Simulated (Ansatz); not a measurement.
## SmMn2Ge2 (Cm): phonons and vibrational spectra

Aim: the phonons of SmMn2Ge2 (Cm) at a cell relaxed beforehand at this level.

Program: Ansatz 0.2.0. Level of theory: DFT PBEsol, scalar-relativistic, plane waves, PAW; PAW set soft_1. Results are calculated unless marked as measured.

In doubt: a part-filled 4f shell, where there is one, can sit in one of many states (step 2), so energies may not be the lowest and differences between runs may mislead; derivatives with an open 4f shell can jump between states (step 2), which bears on forces and vibrations.

## Step 1: Starting point

Symmetry: Cm, No. 8, monoclinic system. The conventional cell has a = 11.477 Å, b = 3.960 Å, c = 3.992 Å, α = 90.00°, β = 110.17°, γ = 90.00°. Nearest to Sm lie 8 Ge at 3.08 to 3.12 Å and 8 Mn at 3.31 to 3.40 Å. Nearest to Mn lie 4 Ge at 2.42 Å and 4 Mn at 2.81 to 2.82 Å and 4 Sm at 3.31 to 3.40 Å. Nearest to Mn lie 4 Ge at 2.42 to 2.43 Å and 4 Mn at 2.81 to 2.82 Å and 4 Sm at 3.33 to 3.36 Å. Ge has 4 Mn at 2.42 to 2.43 Å and 1 Ge at 2.62 Å and 4 Sm at 3.10 to 3.12 Å nearest. Nearest to Ge lie 4 Mn at 2.42 Å and 1 Ge at 2.62 Å and 4 Sm at 3.08 to 3.10 Å. Farther neighbours are not listed.

## Step 2: Modes at Γ

The cell comes from relaxations at this level that are not shown. The zone centre is the only wavevector solved here; it holds the modes that light can see, as far as symmetry allows. No field response is asked, since the mesh shows no gap.

input.yaml reads:

```yaml
crystal:
  lattice:
    - [-3.9601137281, 0.0, 0.0]
    - [-1.980056864, 1.9872985226, -5.3831659168]
    - [0.0, -7.9845780497, -0.0133177545]
  atoms:
    - { symbol: Sm, position: [-0.0017862133, 0.0035724265, 0.5025857947], spin: -6.03 }
    - { symbol: Sm, position: [-0.0017861098, 0.0035722195, 0.0025869211], spin: 6.03 }
    - { symbol: Mn, position: [0.2514492157, 0.4971015687, 0.1233329899], spin: -2.57 }
    - { symbol: Mn, position: [0.2514490444, 0.4971019112, 0.6233330417], spin: 2.57 }
    - { symbol: Mn, position: [0.7500266118, 0.4999467764, 0.3748745096], spin: -2.57 }
    - { symbol: Mn, position: [0.750026649, 0.499946702, 0.8748744625], spin: 2.57 }
    - { symbol: Ge, position: [0.6218447254, 0.7563105493, 0.1889903422] }
    - { symbol: Ge, position: [0.6218446558, 0.7563106884, 0.6889903472] }
    - { symbol: Ge, position: [0.3784657176, 0.2430685647, 0.3102158386] }
    - { symbol: Ge, position: [0.3784657033, 0.2430685933, 0.8102157524] }
kpoints:
  mp_grid: { grid: [12, 12, 6] }
hamiltonian:
  xc: pbesol
  pseudopotentials: { kind: paw, azcp: { folder: soft_1 }, xc_functional: pbe }
scf:
  occupations: { method: gaussian, width: 0.15 }
output:
  eigenvalues: true
  populations: true
magnetization:
  spin_polarized: true
phonons:
  method: dfpt
```

The run is started by

```bash
$ ansatz run input.yaml --threads 16 --pin off --max-ram 61440MiB --backend cuda --events-out ev --progress --plain --runs-dir out --max-vram 78GiB
```

Numbers of over 12 decimals in the logs are rounded to 6 here.

Log:

```text
Warning: where an SCF of this run starts from atoms to list the orders of its open shells, Sm (site 0, from 0) starts with -5.24 μB on its 4f shell and -0.76 μB on its 5d shell, in the place of the -6.03 μB that the deck gives it: its open shells can hold no more by Hund's first rule. To start from spheres of the given moment, type scf.initial_density.shell_occupations: []
Warning: where an SCF of this run starts from atoms to list the orders of its open shells, Sm (site 1, from 0) starts with 5.24 μB on its 4f shell and 0.76 μB on its 5d shell, in the place of the 6.03 μB that the deck gives it: its open shells can hold no more by Hund's first rule. To start from spheres of the given moment, type scf.initial_density.shell_occupations: []
Sm: projections on atomic orbitals take those of the free atom [Kr 4d10] 4f6 5s2 5p6 5d0 6s2, of charge +0.00 (hamiltonian.pseudopotentials.projection_atoms); the dataset's partial waves leave at most 5.4e-4 of an orbital's norm unspanned inside its sphere
zone centre: on kpoints.mp_grid the ground state, and the responses unless they are solved on pairs of k-points, stand on 242 of the mesh's 864 k-points, reduced under 2 symmetry operations, with k and −k counted as one. Each operation leaves every solved displacement unchanged or reverses it
Engine: ansatz 0.2.0, aarch64-unknown-linux-gnu
Pseudopotentials: kind: paw
Pseudopotential: Sm, paw, valence charge 16, recommended cutoff 420 eV (normal), soft_1/Sm.paw.azcp
Pseudopotential: Mn, paw, valence charge 15, recommended cutoff 420 eV (normal), soft_1/Mn.paw.azcp
Pseudopotential: Ge, paw, valence charge 14, recommended cutoff 420 eV (normal), soft_1/Ge.paw.azcp
Functional definition: PBEsol
  exchange = pbesol_x
  correlation = pbesol_c
Crystal: 10 atoms, lattice volume = 170.320 Å³
Basis set: ecut = 420 eV, 3313 PW (Γ), exchange–correlation on 90×90×108 points (8 copies of the dense FFT grid, shifted against one another)
Bands: 103, of which v1, the nominal top of the filled ones, is band 74 counted from 1 (73 counted from 0)
Symmetry: 2 space group operations
Space group: Cm (ITA 8), of the structure as read, at distance tolerance 5.5e-5 Å
Magnetic group: BNS 8.35 (UNI 42), of the structure as read, at distance tolerance 5.5e-5 Å
k-points: 242 of 864 (time reversal used)
Non-local potential: Sm, projectors of the file, l = 0: 3, l = 1: 2, l = 2: 2, l = 3: 3
Non-local potential: Mn, projectors of the file, l = 0: 3, l = 1: 2, l = 2: 3, l = 3: 1
Non-local potential: Ge, projectors of the file, l = 0: 2, l = 1: 2, l = 2: 3, l = 3: 1
PAW form: soft (Blöchl's): semilocal exchange-correlation on the pseudo side does not see the compensation charge
PAW frozen core: Sm, regenerated for the run's functional, and the local potential with it (the file was generated under x = pbe(κ = 0.804, μ = 0.219515), c = pbe(β = 0.066725))
PAW frozen core: Mn, regenerated for the run's functional, and the local potential with it (the file was generated under x = pbe(κ = 0.804, μ = 0.219515), c = pbe(β = 0.066725))
PAW frozen core: Ge, regenerated for the run's functional, and the local potential with it (the file was generated under x = pbe(κ = 0.804, μ = 0.219515), c = pbe(β = 0.066725))
PAW one-centre angular grid: Sm, 590 points (default); XC on 64 Gauss nodes
PAW one-centre angular grid: Mn, 590 points (default); XC on 64 Gauss nodes
PAW one-centre angular grid: Ge, 590 points (default); XC on 64 Gauss nodes
Initial density: superposition of atomic densities (chi_scale 0.1, normalization cell, long waves kept (reshape's long-wave potential 0.00 eV rms))
Starting moments: Σ|m| = 22.34 μB on 6 of 10 sites
Starting magnetic order: antiferromagnet; a translation exchanges its spin sublattices: spin-degenerate at every k-point
Initial wavefunctions: pseudopotential atomic-orbital guess
[...]
Functional: x = pbesol(κ = 0.804, μ = 0.123457), c = pbesol(β = 0.046)
SCF 1 converged in 26 iterations: F = -48783.216510 eV  dr2 = 2.77e-8
  greatest PAW one-centre occupation: 1.000 electrons in one spin orbital (limit 2), on the Mn atom at site 4 (counted from 0), in its partial waves of l = 1
[...]
SCF 2 converged in 12 iterations: F = -48783.216510 eV  dr2 = 1.69e-12
[...]
SCF converged after 12 iterations
[...]
k-point 1 ↑: bands = ["-65.5956", "-65.5845", "-63.0171", "-63.0057", "-34.5426", "-34.5334", "-34.4912", "-34.4755", "-34.4208", "-34.3882", "-32.0223", "-31.9980", "-31.9711", "-31.9117", "-31.9074", "-31.8708", "-25.2912", "-22.8146", "-9.7067", "-9.6990", "-9.6687", "-9.6618", "-9.6596", "-9.6565", "-9.6115", "-9.6065", "-9.6038", "-9.6005", "-9.5974", "-9.5896", "-9.5891", "-9.5835", "-9.5746", "-9.5740", "-9. [...]
  k-point 2 ↑: bands = ["-65.5956", "-65.5845", "-63.0171", "-63.0057", "-34.5426", "-34.5334", "-34.4912", "-34.4755", "-34.4208", "-34.3882", "-32.0223", "-31.9980", "-31.9711", "-31.9118", "-31.9074", "-31.8708", "-25.2912", "-22.8146", "-9.7067", "-9.6991", "-9.6687", "-9.6618", "-9.6596", "-9.6566", "-9.6115", "-9.6064", "-9.6038", "-9.6007", "-9.5971", "-9.5898", "-9.5889", "-9.5832", "-9.5748", "-9.5741", "-9. [...]
  k-point 241 ↓: bands = ["-65.5917", "-65.5882", "-63.0114", "-63.0113", "-34.5548", "-34.5166", "-34.5086", "-34.4717", "-34.4137", "-34.3901", "-32.0202", "-32.0134", "-31.9531", "-31.9357", "-31.8947", "-31.8674", "-25.2788", "-22.7988", "-9.7049", "-9.6973", "-9.6739", "-9.6658", "-9.6625", "-9.6584", "-9.6147", "-9.6078", "-9.6035", "-9.5994", "-9.5936", "-9.5897", "-9.5858", "-9.5777", "-9.5759", "-9.5718", "- [...]
--- Phonons (Γ-DFPT): 30 representative perturbations + reference (Σ response iterations 352) ---
  ASR residual: 9.460e-5 → 0.000e0 eV/Å²; symmetrization residual: 1.393e-5 eV/Å²
  ASR residual per site (eV/Å²): 2.54e-5 3.51e-5 9.46e-5 5.52e-5 1.30e-5 3.44e-5 1.93e-5 1.92e-5 2.85e-5 2.84e-5
  Γ frequencies (cm⁻¹): 0.00 0.00 0.00 82.09 85.31 92.95 104.83 107.03 107.71 108.67 114.85 114.95 126.91 128.89 144.02 147.77 181.55 201.49 222.15 229.42 239.85 257.69 260.53 263.46 269.23 269.25 269.30 272.23 273.83 275.02
  non-analytic LO–TO correction: not included (Born effective charges unavailable; polar crystals: no LO–TO splitting at Γ)
--- Löwdin populations: 10 sites ---
  site symbol       q [e]    m [muB]
     0     Sm     16.1975    -5.7212
     1     Sm     16.1975     5.7212
     2     Mn     14.3091    -2.5812
     3     Mn     14.3091     2.5812
     4     Mn     14.3120    -2.5725
     5     Mn     14.3120     2.5725
     6     Ge     14.4248     0.0828
     7     Ge     14.4248    -0.0828
     8     Ge     14.4147     0.1031
     9     Ge     14.4147    -0.1031
  spilling = 0.004620 (of n_electrons = 148.000000)
```

It took 8.6 min on 1 × NVIDIA GB200 with 16 threads of Arm Neoverse V2, shared host; peak memory 16 GiB; 45 min of CPU time.

This step gave:

- absolute magnetization: 21.84 μB
- volume per atom: 17.03 Å³
- gap on the k-mesh: 0 eV
- sum-rule residual before enforcement: 9.46e-5 eV/Å²
- point group: m
- highest optical mode at the zone centre (no LO-TO term): 275.0 cm⁻¹
- lowest optical zone-centre mode: 82.09 cm⁻¹

Patterns of degenerate modes are one choice out of their space. Modes at Γ, with each element's share of the kinetic energy:

```
mode  frequency (cm⁻¹)      symmetry  Sm %  Mn %  Ge %
   1               0.0      acoustic    37    27    36
   2               0.0      acoustic    37    27    36
   3               0.0      acoustic    37    27    36
   4              82.1            A'    78     6    16
   5              85.3            A'    10    34    56
   6              93.0           A''     5    41    54
   7             104.8           A''     2    41    57
   8             107.0  not assigned    77     8    15
   9             107.7  not assigned    95     2     3
  10             108.7  not assigned     3    39    59
  11             114.8  not assigned     0    42    58
  12             115.0  not assigned    60    16    24
  13             126.9            A'    62    20    17
  14             128.9           A''    61    22    17
  15             144.0            A'    26    35    39
  16             147.8            A'     1    26    73
  17             181.6            A'     5    30    65
  18             201.5            A'     0     1    99
  19             222.2            A'     0    98     2
  20             229.4            A'     0    73    27
  21             239.8            A'     2    73    26
  22             257.7            A'     0    52    48
  23             260.5           A''     0    52    48
  24             263.5           A''     0    57    43
  25             269.2  not assigned     0    62    38
  26             269.2  not assigned     0    59    41
  27             269.3  not assigned     0    57    43
  28             272.2  not assigned     1    53    46
  29             273.8  not assigned     0    58    42
  30             275.0  not assigned     0    60    39
```

Displacements in mode 4 (82.1 cm⁻¹), the largest set to 1:
```
Sm1  0.00  0.16  1.00
Sm2  0.00 -0.16 -1.00
Mn3  0.00 -0.08  0.36
Mn4  0.00  0.08 -0.36
Mn5  0.00 -0.29  0.06
Mn6  0.00  0.29 -0.06
Ge7  0.00  0.20  0.39
Ge8  0.00 -0.20 -0.39
Ge9  0.00 -0.46  0.16
Ge10 0.00  0.46 -0.16
```

Displacements in mode 25 (269.2 cm⁻¹), the largest set to 1:
```
Sm1  0.00 -0.02  0.00
Sm2  0.00  0.02  0.00
Mn3  0.00  0.53 -1.00
Mn4  0.00 -0.54  1.00
Mn5  0.00  0.76 -0.88
Mn6  0.00 -0.76  0.88
Ge7  0.00 -0.37  0.76
Ge8  0.00  0.37 -0.77
Ge9  0.00 -0.45  0.55
Ge10 0.00  0.45 -0.55
```

Before it was imposed, the acoustic sum rule was missed by 9.5e-5 eV/Å². Small misses are needed for a sound result but don't prove that mesh and cutoff are converged. The lowest optical mode is real, 82.1 cm⁻¹.

## Step 3: Isotope substitution

An isotope changes the mass and not the force constants, so no new electronic calculation is needed; the shifts show which modes move this element.

The same force constants with the mass of Ge changed from 72.630 to 75.921 u (phonopy, no LO-TO term). Both lists are sorted by frequency; levels can cross, so a row need not hold one and the same mode. Modes under 3 cm⁻¹ are left out. Isotope shifts, by row:

```
    q  rank  natural mass (cm⁻¹)  changed mass (cm⁻¹)
0 0 0     4                82.09                81.76
0 0 0     5                85.31                84.28
0 0 0     6                92.95                91.84
0 0 0     7                104.8                103.5
0 0 0     8                  107                106.7
0 0 0     9                107.7                107.2
0 0 0    10                108.7                107.7
0 0 0    11                114.8                113.4
0 0 0    12                  115                114.3
0 0 0    13                126.9                126.4
0 0 0    14                128.9                128.4
0 0 0    15                  144                142.8
0 0 0    16                147.8                145.4
0 0 0    17                181.6                178.9
0 0 0    18                201.5                197.1
0 0 0    19                222.2                222.1
0 0 0    20                229.4                228.1
0 0 0    21                239.8                238.6
0 0 0    22                257.7                  255
0 0 0    23                260.5                257.8
0 0 0    24                263.5                  261
0 0 0    25                269.2                266.8
0 0 0    26                269.2                266.9
0 0 0    27                269.3                  267
0 0 0    28                272.2                269.5
0 0 0    29                273.8                271.3
0 0 0    30                  275                272.7
```

A mode of this element alone would shift by -2.19 %. The highest zone-centre frequency without the field goes from 275.0 to 272.7 cm⁻¹ (-0.9 %). The product of the frequency ratios over all optical modes at Γ is 0.785; the product rule, (m/m′)^(3k/2) (M′/M)^(3/2) with k = 4 such atoms and M the mass of the cell, gives 0.785.

## Step 4: What came out

| Quantity | Value |
| --- | --- |
| space group (within 0.01 Å) | Cm |
| volume per atom | 17.0 Å³ |
| electronic character | no gap on this mesh |
| highest optical mode at the zone centre (no LO-TO term) | 275 cm⁻¹ |
| lowest optical zone-centre mode | 82.1 cm⁻¹ |
| imaginary modes at Γ (the only wavevector solved) | none |
| net magnetic moment of the cell as run | 1.4e-6 μB |

In words: No mode at the zone centre of the cell as run is imaginary. The optical modes at Γ span 82 to 275 cm⁻¹. No dispersion was computed. The magnetic order is imposed (antiferromagnetic, q = (0.5, 0, 0), in the reciprocal basis of the primitive cell) and the runs use its cell of 10 atoms, a multiple of the chemical cell, so that Γ here also holds zone-boundary modes of the chemical cell; it can lower the symmetry of the database entry. The magnetic state is the one that the run reached from its starting moments; a lower one was not ruled out. With no gap, or one that is small against the smearing, the frequencies hang on the k mesh and the smearing, most of all near Kohn anomalies. The 4f shell is treated without a U, so valence and screening may be off. Spin-orbit coupling is left out, which can matter for the heavy elements here. The PAW files were made for PBE and serve the other functionals too. These are harmonic frequencies at zero temperature: anharmonic shifts, linewidths and thermal expansion are left out.

[Logs are printed without paths, hosts, clocks, repeated set-up lines and the standing remarks that a program may print on its own settings, such as how far it seeks lower states.]

[Hosts, paths, dates, database ids (printed as entryN), source tags and the programs' standing remarks are cut or masked in the printed files.]
